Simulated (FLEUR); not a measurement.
**Collinear magnetic orders of MnBe3 with FLEUR**

Wanted: the moments of MnBe3 and the energy of each order that was tried.

Main program and level: FLEUR MaX-R8.1; LDA (VWN); all-electron FLAPW, Dirac cores, scalar-relativistic bands.

### Step 1. Set-up

It takes space group Pm-3m (No. 221, cubic). The conventional cell has a = 3.252 Å, b = 3.252 Å, c = 3.252 Å, α = 90.00°, β = 90.00°, γ = 90.00°. Nearest to Be lie 4 Mn at 2.30 Å and 8 Be at 2.30 Å. Mn has 12 Be at 2.30 Å nearest. Farther neighbours are not listed.

As a file:

```
Be Mn
1.0
     3.25174    0.00000    0.00000
     0.00000    3.25174    0.00000
     0.00000    0.00000    3.25174
Be Mn
3 1
Direct
  0.00000 0.50000 0.50000
  0.50000 0.00000 0.50000
  0.50000 0.50000 0.00000
  0.00000 0.00000 0.00000
```

The cell comes from a database of computed structures and need not be the stable phase.

### Step 2. Start 1: ferro +

The parallel start comes first: it shows whether parallel moments hold.

inpgen writes inp.xml from crystal.txt; cutoffs, mixing, functional, smearing and local orbitals are then set in the file. The k list default-1 (kpts.xml, not shown) is a Γ-centred 8×8×8 mesh; where the ranks do not divide the number of points, some are split in two of half the weight.

File inp.xml:

```
<?xml version="1.0" encoding="UTF-8" standalone="no"?>
<fleurInput fleurInputVersion="0.39">
   <comment>
      MnBe3
   </comment>
   <calculationSetup>
      <cutoffs Kmax="3.87" Gmax="11.6" GmaxXC="11.6" numbands="0"/>
      <scfLoop itmax="90" minDistance="0.00002" maxIterBroyd="15" imix="Anderson" alpha="0.05" precondParam="0.7" spinf="2.0" sdNocoIR="T"/>
      <coreElectrons ctail="T" frcor="F" kcrel="0" coretail_lmax="0"/>
      <xcFunctional name="vwn" relativisticCorrections="F"/>
      <magnetism jspins="2"/>
      <soc l_soc="F" theta="0.0" phi="0.0" spav="F"/>
      <expertModes spex="0" secvar="F"/>
      <geometryOptimization l_f="F" forcealpha="1.0" forcemix="BFGS" epsdisp="0.00001" epsforce="0.00001"/>
      <ldaU l_linMix="F" mixParam="0.05" spinf="1.0"/>
   </calculationSetup>
   <cell>
      <bzIntegration valenceElectrons="21.0" mode="hist" fermiSmearingEnergy="0.00110248">
         <kPointListSelection listName="default-1"/>
         <xi:include xmlns:xi="http://www.w3.org/2001/XInclude" href="kpts.xml"> </xi:include>
      </bzIntegration>
      <xi:include xmlns:xi="http://www.w3.org/2001/XInclude" href="sym.xml"> </xi:include>
      <bulkLattice scale="1.0">
         <bravaisMatrix>
            <row-1>    6.1449065826300515     0.0000000000000000     0.0000000000000000</row-1>
            <row-2>    0.0000000000000000     6.1449065826300515     0.0000000000000000</row-2>
            <row-3>    0.0000000000000000     0.0000000000000000     6.1449065826300515</row-3>
         </bravaisMatrix>
      </bulkLattice>
   </cell>
   <atomSpecies>
      <species name="Beryllium (Be)" element="Be" atomicNumber="4">
         <mtSphere radius="2.12" gridPoints="701" logIncrement="0.015"/>
         <atomicCutoffs lmax="8" lnonsphr="6"/>
         <electronConfig flipSpins="F">
            <coreConfig>(1s1/2)</coreConfig>
            <valenceConfig>(2s1/2)</valenceConfig>
         </electronConfig>
         <energyParameters s="2" p="2" d="3" f="4"/>
      </species>
      <species name="Manganese 3.501" element="Mn" atomicNumber="25">
         <mtSphere radius="2.12" gridPoints="701" logIncrement="0.017"/>
         <atomicCutoffs lmax="8" lnonsphr="6"/>
         <electronConfig flipSpins="F">
            <coreConfig>(1s1/2) (2s1/2) (2p1/2) (2p3/2)</coreConfig>
            <valenceConfig>(3s1/2) (3p1/2) (3p3/2) (4s1/2) (3d3/2) (3d5/2)</valenceConfig>
            <stateOccupation state="(3d3/2)" spinUp="1.2505" spinDown="0.7495"/>
            <stateOccupation state="(3d5/2)" spinUp="3.0" spinDown="0.0"/>
         </electronConfig>
         <energyParameters s="4" p="4" d="3" f="4"/>
         <lo type="SCLO" l="0" n="3" eDeriv="0"/>
         <lo type="SCLO" l="1" n="3" eDeriv="0"/>
      </species>
   </atomSpecies>
   <atomGroups>
      <atomGroup species="Beryllium (Be)">
         <relPos label="                   1">.0000000000 1.000/2.000 1.000/2.000</relPos>
         <relPos label="                   2">1.000/2.000 .0000000000 1.000/2.000</relPos>
         <relPos label="                   3">1.000/2.000 1.000/2.000 .0000000000</relPos>
         <force calculate="T" relaxXYZ="TTT"/>
      </atomGroup>
      <atomGroup species="Manganese 3.501">
         <relPos label="                   4">.0000000000 .0000000000 .0000000000</relPos>
         <force calculate="T" relaxXYZ="TTT"/>
      </atomGroup>
   </atomGroups>
   <output dos="F" band="F" slice="F">
      <bandDOS minEnergy="-.5*Htr" maxEnergy="0.5*Htr" sigma="0.015" storeEVData="T"/>
      <plotting iplot="0" polar="F">
         <plot TwoD="T" vec1="  1.0  0.0  0.0" vec2="  0.0  1.0  0.0" vec3="  0.0  0.0  1.0" zero="  0.0  0.0  0.0" file="plot"/>
      </plotting>
      <moessbauerParams electricFieldGradient="F" isomerShift="F" coreHyperfine="F" valenceHyperfine="F"/>
   </output>
</fleurInput>
```

File crystal.txt:

```
MnBe3
&input film=F cartesian=F /
3.25174452670  0.00000000000  0.00000000000
0.00000000000  3.25174452670  0.00000000000
0.00000000000  0.00000000000  3.25174452670
1.8897261246
1.0 1.0 1.0

4
4 0.00000000000  0.50000000000  0.50000000000
4 0.50000000000  0.00000000000  0.50000000000
4 0.50000000000  0.50000000000  0.00000000000
25 0.00000000000  0.00000000000  0.00000000000 : 3.501

&kpt div1=8 div2=8 div3=8 gamma=T /
```

Launch:

```console
> OMP_NUM_THREADS=1 inpgen -f crystal.txt > inpgen.log  # inp.xml is then edited as shown
> OMP_NUM_THREADS=1 mpirun -n 4 fleur_MPI > fleur.log
```

The program printed:

```text
Welcome to FLEUR        (www.flapw.de)
      MaX-Release 8.1          (www.max-centre.eu)

 ========== k-point set info ==========
 Selected k-point list: default-1
 k-point list type: mesh
 0 x 0 x 0
 Number of k points: 36

 ------------Calculation Setup---------------------------
 Number of MPI-tasks      :            4
 Number of PE/node        :            4
 Number of OMP-threads    :            1
 k-points in parallel     :            4
 pe's per k-point         :            1
 No of k-point loops      :            9
 Eigenvalue solver        :       lapack
 Number of basis functions:          275
 Approximate size of matrices (H+S) per k-point:         0.001 GB
 --------------------------------------------------------
Nuclear radius smaller than smallest radial mesh point for atom type 1 -- skipping its core isomer shift
 Iteration:     1   Distance:      24.22798654 me/bohr^3
Nuclear radius smaller than smallest radial mesh point for atom type 1 -- skipping its core isomer shift
 Iteration:     2   Distance:      23.09846502 me/bohr^3
Nuclear radius smaller than smallest radial mesh point for atom type 1 -- skipping its core isomer shift
 Iteration:     3   Distance:      16.94508587 me/bohr^3
Nuclear radius smaller than smallest radial mesh point for atom type 1 -- skipping its core isomer shift
 Iteration:     4   Distance:       8.13960316 me/bohr^3
Nuclear radius smaller than smallest radial mesh point for atom type 1 -- skipping its core isomer shift
 Iteration:     5   Distance:       4.91728556 me/bohr^3
Nuclear radius smaller than smallest radial mesh point for atom type 1 -- skipping its core isomer shift
 Iteration:     6   Distance:       2.61270690 me/bohr^3
Nuclear radius smaller than smallest radial mesh point for atom type 1 -- skipping its core isomer shift
 Iteration:     7   Distance:       1.88371853 me/bohr^3
Nuclear radius smaller than smallest radial mesh point for atom type 1 -- skipping its core isomer shift
 Iteration:     8   Distance:       2.57186784 me/bohr^3
Nuclear radius smaller than smallest radial mesh point for atom type 1 -- skipping its core isomer shift
 Iteration:     9   Distance:       2.55046628 me/bohr^3
Nuclear radius smaller than smallest radial mesh point for atom type 1 -- skipping its core isomer shift
 Iteration:    10   Distance:       0.53371390 me/bohr^3
Nuclear radius smaller than smallest radial mesh point for atom type 1 -- skipping its core isomer shift
 Iteration:    11   Distance:       0.37552502 me/bohr^3
Nuclear radius smaller than smallest radial mesh point for atom type 1 -- skipping its core isomer shift
 Iteration:    12   Distance:       1.39800616 me/bohr^3
Nuclear radius smaller than smallest radial mesh point for atom type 1 -- skipping its core isomer shift
 Iteration:    13   Distance:       0.34951514 me/bohr^3
Nuclear radius smaller than smallest radial mesh point for atom type 1 -- skipping its core isomer shift
 Iteration:    14   Distance:       0.39666480 me/bohr^3
Nuclear radius smaller than smallest radial mesh point for atom type 1 -- skipping its core isomer shift
 Iteration:    15   Distance:       0.15507956 me/bohr^3
Nuclear radius smaller than smallest radial mesh point for atom type 1 -- skipping its core isomer shift
 Iteration:    16   Distance:       0.15098037 me/bohr^3
Nuclear radius smaller than smallest radial mesh point for atom type 1 -- skipping its core isomer shift
 Iteration:    17   Distance:       0.07454562 me/bohr^3
Nuclear radius smaller than smallest radial mesh point for atom type 1 -- skipping its core isomer shift
 Iteration:    18   Distance:       0.03003450 me/bohr^3
Nuclear radius smaller than smallest radial mesh point for atom type 1 -- skipping its core isomer shift
 Iteration:    19   Distance:       0.05051184 me/bohr^3
Nuclear radius smaller than smallest radial mesh point for atom type 1 -- skipping its core isomer shift
 Iteration:    20   Distance:       0.00793234 me/bohr^3
Nuclear radius smaller than smallest radial mesh point for atom type 1 -- skipping its core isomer shift
 Iteration:    21   Distance:       0.00204515 me/bohr^3
Nuclear radius smaller than smallest radial mesh point for atom type 1 -- skipping its core isomer shift
 Iteration:    22   Distance:       0.00125649 me/bohr^3
Nuclear radius smaller than smallest radial mesh point for atom type 1 -- skipping its core isomer shift
 Iteration:    23   Distance:       0.00013672 me/bohr^3
Nuclear radius smaller than smallest radial mesh point for atom type 1 -- skipping its core isomer shift
 Iteration:    24   Distance:       0.00020782 me/bohr^3
Nuclear radius smaller than smallest radial mesh point for atom type 1 -- skipping its core isomer shift
 Iteration:    25   Distance:       0.00008165 me/bohr^3
Nuclear radius smaller than smallest radial mesh point for atom type 1 -- skipping its core isomer shift
 Iteration:    26   Distance:       0.00000521 me/bohr^3

 ********************************************************************
 Run finished successfully
 Stop message:
   all done
 ********************************************************************

--- out.xml (last complete iteration) ---
<iteration numberForCurrentRun="   26" overallNumber="   26">
         <energyParameters units="Htr">
            <atomicEP atomType="1" spin="1" branch="2s" branchLowest="-3.28" branchHighest="1.44" value="0.1372466377"/>
            <atomicEP atomType="1" spin="1" branch="2p" branchLowest="-9.99" branchHighest="1.31" value="0.2636345850"/>
            <atomicEP atomType="1" spin="1" branch="3d" branchLowest="-9.99" branchHighest="3.12" value="0.4689823660"/>
            <atomicEP atomType="1" spin="1" branch="4f" branchLowest="-9.99" branchHighest="4.99" value="0.6296436628"/>
            <atomicEP atomType="2" spin="1" branch="4s" branchLowest="-2.56" branchHighest="2.54" value="0.0907568074"/>
            <atomicEP atomType="2" spin="1" branch="4p" branchLowest="-1.40" branchHighest="3.14" value="0.2120436182"/>
            <atomicEP atomType="2" spin="1" branch="3d" branchLowest="-9.99" branchHighest="0.48" value="0.2342049510"/>
            <atomicEP atomType="2" spin="1" branch="4f" branchLowest="-9.99" branchHighest="3.87" value="0.5148158581"/>
            <loAtomicEP atomType="2" spin="1" branch="3s" branchLowest="-26.71" branchHighest="-2.56" value="-2.5850867291"/>
            <loAtomicEP atomType="2" spin="1" branch="3p" branchLowest="-22.58" branchHighest="-1.40" value="-1.4517862187"/>
            <atomicEP atomType="1" spin="2" branch="2s" branchLowest="-3.28" branchHighest="1.43" value="0.1352857765"/>
            <atomicEP atomType="1" spin="2" branch="2p" branchLowest="-9.99" branchHighest="1.31" value="0.2617372566"/>
            <atomicEP atomType="1" spin="2" branch="3d" branchLowest="-9.99" branchHighest="3.11" value="0.4672616959"/>
            <atomicEP atomType="1" spin="2" branch="4f" branchLowest="-9.99" branchHighest="4.98" value="0.6279397767"/>
            <atomicEP atomType="2" spin="2" branch="4s" branchLowest="-2.52" branchHighest="2.57" value="0.1000532572"/>
            <atomicEP atomType="2" spin="2" branch="4p" branchLowest="-1.36" branchHighest="3.17" value="0.2206481060"/>
            <atomicEP atomType="2" spin="2" branch="3d" branchLowest="-9.99" branchHighest="0.52" value="0.2567621301"/>
            <atomicEP atomType="2" spin="2" branch="4f" branchLowest="-9.99" branchHighest="3.90" value="0.5227365128"/>
            <loAtomicEP atomType="2" spin="2" branch="3s" branchLowest="-26.70" branchHighest="-2.52" value="-2.5494003825"/>
            <loAtomicEP atomType="2" spin="2" branch="3p" branchLowest="-22.57" branchHighest="-1.36" value="-1.4171962529"/>
         </energyParameters>
         <bandgap value="0.0065099381" units="eV"/>
         <sumValenceSingleParticleEnergies value="-11.3260165042" units="Htr"/>
         <FermiEnergy value="0.3017437331" units="Htr"/>
         <valenceDensity>
            <mtCharges spin="1">
               <mtCharge atomType="1" total="0.7569010" s="0.2622734" p="0.4427652" d="0.0418314" f="0.0078963"/>
               <mtCharge atomType="2" total="7.1800307" s="1.1233046" p="3.1115439" d="2.9412213" f="0.0035743"/>
            </mtCharges>
            <mtCharges spin="2">
               <mtCharge atomType="1" total="0.7849163" s="0.2701544" p="0.4646132" d="0.0420320" f="0.0065551"/>
               <mtCharge atomType="2" total="6.2767807" s="1.1156446" p="3.1140614" d="2.0432205" f="0.0034811"/>
            </mtCharges>
            <spinDependentCharge spin="1" total="10.9119129" interstitial="1.4611791" mtSpheres="9.4507338"/>
            <spinDependentCharge spin="2" total="10.0880871" interstitial="1.4565575" mtSpheres="8.6315296"/>
            <totalCharge value="21.0000000000"/>
         </valenceDensity>
         <coreStates atomType="     1" atomicNumber="  4" spin="1" kinEnergy="      6.5775353260" eigValSum="     -3.2839533292" lostElectrons=" 0.000130">
            <state n="1" l="0" j="0.5" energy="-3.2839533292" weight="1.0000000000"/>
         </coreStates>
         <coreStates atomType="     1" atomicNumber="  4" spin="2" kinEnergy="      6.5765043437" eigValSum="     -3.2846019790" lostElectrons=" 0.000130">
            <state n="1" l="0" j="0.5" energy="-3.2846019790" weight="1.0000000000"/>
         </coreStates>
         <coreStates atomType="     2" atomicNumber=" 25" spin="1" kinEnergy="    525.2842028470" eigValSum="   -329.5817305226" lostElectrons=" 0.000000">
            <state n="1" l="0" j="0.5" energy="-235.1214933072" weight="1.0000000000"/>
            <state n="2" l="0" j="0.5" energy="-26.7146928278" weight="1.0000000000"/>
            <state n="2" l="1" j="0.5" energy="-22.8366289711" weight="1.0000000000"/>
            <state n="2" l="1" j="1.5" energy="-22.4544577082" weight="2.0000000000"/>
         </coreStates>
         <coreStates atomType="     2" atomicNumber=" 25" spin="2" kinEnergy="    525.4393828987" eigValSum="   -329.5273109127" lostElectrons=" 0.000000">
            <state n="1" l="0" j="0.5" energy="-235.1214030276" weight="1.0000000000"/>
            <state n="2" l="0" j="0.5" energy="-26.6983333962" weight="1.0000000000"/>
            <state n="2" l="1" j="0.5" energy="-22.8241789594" weight="1.0000000000"/>
            <state n="2" l="1" j="1.5" energy="-22.4416977647" weight="2.0000000000"/>
         </coreStates>
         <allElectronCharges>
            <spinDependentCharge spin="1" total="18.9119129" interstitial="1.4615231" mtSpheres="17.4503897"/>
            <spinDependentCharge spin="2" total="18.0880871" interstitial="1.4569025" mtSpheres="16.6311846"/>
            <totalCharge value="36.9999999719"/>
         </allElectronCharges>
         <magneticMomentsInMTSpheres units="muBohr">
            <globalMagMoment atomType="1" vec="0.00000   0.00000  -0.02801"/>
            <localMagMoment atomType="1" vec="0.00000   0.00000  -0.02801"/>
            <globalMagMoment atomType="2" vec="0.00000   0.00000   0.90325"/>
            <localMagMoment atomType="2" vec="0.00000   0.00000   0.90325"/>
         </magneticMomentsInMTSpheres>
         <moessbauerParams unitsHFF="kG" unitsIS="e/bohr^3" unitsEFG="Htr/bohr^2">
         </moessbauerParams>
         <totalEnergy value="    -1200.3932224232" units="Htr">
            <sumOfEigenvalues value="     -690.1407238641">
               <coreElectrons value="-678.8147073599"/>
               <valenceElectrons value="-11.3260165042"/>
            </sumOfEigenvalues>
            <densityCoulombPotentialIntegral value="-1826.7210861978"/>
            <densityEffectivePotentialIntegral value="-1903.9169413466"/>
            <chargeDenXCDenIntegral value="-58.3842061988"/>
            <FockExchangeEnergyValence value="0.0000000000"/>
            <FockExchangeEnergyCore value="0.0000000000"/>
            <atomTypeDependentContributions atomType="1">
               <electronNucleiInteractionDifferentMTs value="50.2955925609"/>
               <MadelungTerm value="-2.9835634556"/>
            </atomTypeDependentContributions>
            <atomTypeDependentContributions atomType="2">
               <electronNucleiInteractionDifferentMTs value="1377.4439119622"/>
               <MadelungTerm value="-11.7016226295"/>
            </atomTypeDependentContributions>
            <tkbTimesEntropy value="0.0001771977"/>
            <freeEnergy value="-1200.3933996209"/>
            <extrapolationTo0K value="-1200.3933110221"/>
         </totalEnergy>
         <densityConvergence units="me/bohr^3">
            <chargeDensity spin="1" distance="0.0000029451"/>
            <chargeDensity spin="2" distance="0.0000026932"/>
            <overallChargeDensity distance="0.0000021587"/>
            <spinDensity distance="0.0000052148"/>
         </densityConvergence>
      </iteration>
```

The job ended after 16 s (4 MPI ranks of Intel Xeon Platinum 8488C (Sapphire Rapids), shared host; peak memory 0.22 GiB).

Spin moment in the muffin-tin sphere by atom:

| atom | spin moment in the muffin-tin sphere (μB) |
| --- | --- |
| Be1 | -0.028 |
| Be2 | -0.028 |
| Be3 | -0.028 |
| Mn4 | 0.903 |

Read from the output:

```
free energy                                                       : -32664.3684 eV
program's band gap on this mesh (in a metal only a level spacing) : 0.006510 eV
magnetization                                                     : 0.8238 μB
final state                                                       : ferromagnetic
```

After 26 cycles the largest moment stands at 0.903 μB.

(Part 1 of 3 ends here.)

[Logs and program files are shortened in this print: banners, set-up blocks, solver, clock and traceback lines can be left out without a mark of their own.]

[Logs are printed without paths, hosts, clocks, repeated set-up lines and the standing remarks that a program may print on its own settings, such as how far it seeks lower states.]

[Hosts, paths, dates, database ids (printed as entryN), source tags and the programs' standing remarks are cut or masked in the printed files.]

[Where a cell is said to come from a database of computed structures, the database is the Materials Project.]
